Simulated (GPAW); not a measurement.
NaHF2 (R-3m), Na K edge of atom 1, with 6 F at 2.32 Å (distorted octahedral, site symmetry -3m). Method: GPAW, LDA, full core hole (charged cell), 24-atom cell with 6.9 Å between holes, 3×3×2 k points, dipole transitions, Gaussian full width 0.9 eV up to 4 eV, rising linearly to 3.5 eV at 25 eV.

```
Na F H
1.0
     1.73700    1.00286    4.58333
    -1.73700    1.00286    4.58333
     0.00000   -2.00571    4.58333
Na F H
1 2 1
Cartesian
  0.0000 0.0000 0.0000
  0.0000 0.0000 8.0080
  0.0000 0.0000 5.7420
  0.0000 0.0000 6.8750
```

Energy from the lowest empty level; a common scale on which the isotropic spectrum has a mean of 1 over the first 20 eV.

```tsv
E (eV)	curve 1	curve 2
-2.0	0.00	0.00
-1.5	0.00	0.00
-1.0	0.00	0.00
-0.5	0.00	0.00
0.0	0.00	0.00
0.5	0.01	0.01
1.0	0.01	0.03
1.5	0.04	0.21
2.0	0.25	0.99
2.5	0.62	1.37
3.0	0.74	1.33
3.5	1.42	2.22
4.0	2.46	1.94
4.5	1.57	1.04
5.0	1.25	1.57
5.5	1.97	2.16
6.0	2.06	1.86
6.5	1.74	1.47
7.0	1.61	1.30
7.5	1.46	1.29
8.0	1.28	1.28
8.5	1.14	1.23
9.0	1.15	1.18
9.5	1.42	1.20
10.0	1.84	1.26
10.5	2.15	1.24
11.0	2.20	1.17
11.5	2.02	1.17
12.0	1.65	1.25
12.5	1.17	1.26
13.0	0.74	1.10
13.5	0.46	0.84
14.0	0.33	0.62
14.5	0.29	0.51
15.0	0.29	0.45
15.5	0.32	0.42
16.0	0.36	0.40
16.5	0.41	0.41
17.0	0.46	0.44
17.5	0.51	0.48
18.0	0.57	0.51
18.5	0.62	0.53
19.0	0.65	0.55
19.5	0.66	0.57
20.0	0.65	0.60
20.5	0.61	0.63
21.0	0.56	0.64
21.5	0.51	0.63
22.0	0.46	0.60
22.5	0.42	0.57
23.0	0.38	0.53
23.5	0.35	0.51
24.0	0.31	0.50
24.5	0.28	0.50
25.0	0.25	0.49
25.5	0.23	0.48
26.0	0.22	0.47
26.5	0.22	0.46
27.0	0.22	0.45
27.5	0.23	0.45
28.0	0.25	0.45
28.5	0.28	0.44
29.0	0.31	0.43
29.5	0.34	0.41
30.0	0.36	0.39
30.5	0.39	0.38
31.0	0.41	0.37
31.5	0.43	0.36
32.0	0.43	0.36
```

Q: The curves are for the electric vector along different Cartesian axes of the cell as given, averaged over the symmetry-equivalent atoms. Which is which?

Curve 1: along x (⊥ c) (the other in-plane axis gives the same curve within 3 %), main maxima 4.0 eV (2.46), 5.8 eV (2.13) and 10.8 eV (2.21). Curve 2: along z (c), main maxima 2.4 eV (1.40), 3.7 eV (2.33) and 5.5 eV (2.16). A K edge sees empty p states on the absorber. Each direction probes the empty orbitals that point along it. The mesh is coarse (0.46 Å⁻¹ between points), so small maxima may be mesh ripples. Lifetime broadening is put in by hand, and intensities beyond about 20 eV depend on it and on the partial waves; weight that the partial waves miss at high energy is lost.

[Banner, clock and machine lines of the logs are left out without a mark of their own.]

[Logs are printed without paths, hosts, clocks, repeated set-up lines and the standing remarks that a program may print on its own settings, such as how far it seeks lower states.]

[Hosts, paths, dates, database ids (printed as entryN), source tags and the programs' standing remarks are cut or masked in the printed files.]

[Lists of maxima count a maximum above −3 eV only where it reaches 4 % of the highest in the window and stands out from its surroundings by 2 % of it (1.5 % where it reaches 55 %); shoulders and weaker maxima are passed over, and of the rest the first, up to two pre-edge ones and the few strongest are named.]
